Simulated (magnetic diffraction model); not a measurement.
# Cd2FeWO6 below its ordering temperature

Space group Fm-3m (no. 225), a = 8.0140 Å.

| site | atom | x | y | z |
| --- | --- | --- | --- | --- |
| 4b | W | 1/2 | 0 | 0 |
| 8c | Cd | 1/4 | 1/4 | 3/4 |
| 4a | Fe | 0 | 0 | 0 |
| 24e | O | 0 | 0 | 0.7408 |

The compound is invented for this exercise: a known structure type with other elements, its cell scaled to their sizes and not relaxed.

Only Fe is taken to order (form factors of Fe2+); orders and moment sizes are assumed, and not adapted to the symmetry. Radiation: neutrons of λ = 2.0775 Å (absorption by Cd left out), 1.5° to 80°; isotropic B of 0.29 Å² (W), 0.34 Å² (Cd), 0.47 Å² (Fe) and 0.58 Å² (O). The intensities are simulated: I ∝ L Σ (|F_N|² + |F_M⊥|²) for unpolarised neutrons, with F_M = 2.695 fm/μB × Σ f(s) S exp(2πi Q·r) exp(−B s²) at Q = H ± k (one set where k and −k are equivalent), only the part normal to Q counting and L = 1/(sin²θ cos θ). For a modulated order the moment at position r is S exp(−2πi k·r) + c.c., with S = m/2 for a sine wave of amplitude m and S = m(u + iv)/2 for moments turning in a plane, u and v being orthogonal unit vectors in it; the phase factor of the sum at Q = H + k is then exp(2πi H·r). Form factors are spin-only for 3d ions and dipole or tabulated for f ions, scattering lengths are Sears's of 1992, and absorption is left out. A label names one of the reflections at its angle. The strongest nuclear line in the range is 100, and lines under 0.2 are left out.

Above the ordering temperature:

```csv
2θ (°),index,I
25.95,(1 1 1),1.3
30.05,(2 0 0),28.5
43.01,(2 2 0),17.9
50.92,(3 1 1),4.5
53.36,(2 2 2),45.0
62.46,(4 0 0),100.0
68.80,(3 3 1),6.2
70.85,(4 2 0),24.2
78.84,(4 2 2),13.3
```

Below it (cell unchanged):

```tsv
2θ (°)	I
3.58	54.9
24.02	5.7
25.95	1.3
26.36	0.8
28.23	3.6
30.05	28.5
30.27	3.5
33.77	0.4
40.39	1.4
43.01	17.9
43.18	1.4
45.83	0.9
47.39	0.8
49.86	1.7
50.92	4.5
51.15	0.7
52.25	1.4
53.36	45.0
54.56	0.5
55.77	0.5
62.46	100.0
62.59	0.4
65.91	0.6
67.00	0.2
67.92	0.3
68.80	6.2
69.00	0.3
69.91	0.3
70.85	24.2
70.97	0.5
71.88	0.4
72.92	0.2
77.06	0.4
78.84	13.3
```

**Question.** Check that the new lines index with k = (0 0 0.241), then choose among these models:
A. moments turning in the plane of [010] and [001], 3.53 μB on Fe
B. moments turning in the plane of [001] and [100], 3.53 μB on Fe
C. a sine wave with moments along [010] (amplitudes given), 3.53 μB on Fe
D. a sine wave with moments along [100] (amplitudes given), 3.53 μB on Fe

The new lines index as (0 0 0.241) at 3.58°, (1 1 0.759) at 24.02°, (0 0 1.759) at 26.36° and (1 1 1.241) at 28.23°, that is as H ± k with k = (0 0 0.241), one of 3 inequivalent arms of its star (k and −k counted as one), which a powder can't tell apart. Satellites come in pairs about each point of the reciprocal lattice.

Magnetic intensity, observed (below minus above) and for each model:

| 2θ (°) | index | observed | A | B | C | D |
| --- | --- | --- | --- | --- | --- | --- |
| 24.02 | (1 1 0.759) | 5.7 | 5.7 | 5.7 | 2.5 | 2.5 |
| 28.23 | (1 1 1.241) | 3.6 | 3.6 | 3.6 | 2.0 | 2.0 |
| 30.27 | (2 0 0.241) | 3.5 | 3.5 | 3.5 | 1.2 | 1.2 |
| 40.39 | (2 0 1.759) | 1.4 | 1.4 | 1.4 | 0.8 | 0.8 |
| 43.18 | (2 2 0.241) | 1.4 | 1.4 | 1.4 | 0.5 | 0.5 |
| 49.86 | (3 1 0.759) | 1.7 | 1.7 | 1.7 | 0.6 | 0.6 |
| 52.25 | (3 1 1.241) | 1.4 | 1.4 | 1.4 | 0.6 | 0.6 |
| 70.97 | (4 2 0.241) | 0.5 | 0.5 | 0.5 | <0.2 | <0.2 |

Models A and B match alike on every line, so these data can't choose among them (such ties are often domains of one structure).

The structure used: k = (0 0 0.241), moments turning in the plane of [001] and [100], 3.53 μB on Fe.

[Logs are printed without paths, hosts, clocks, repeated set-up lines and the standing remarks that a program may print on its own settings, such as how far it seeks lower states.]
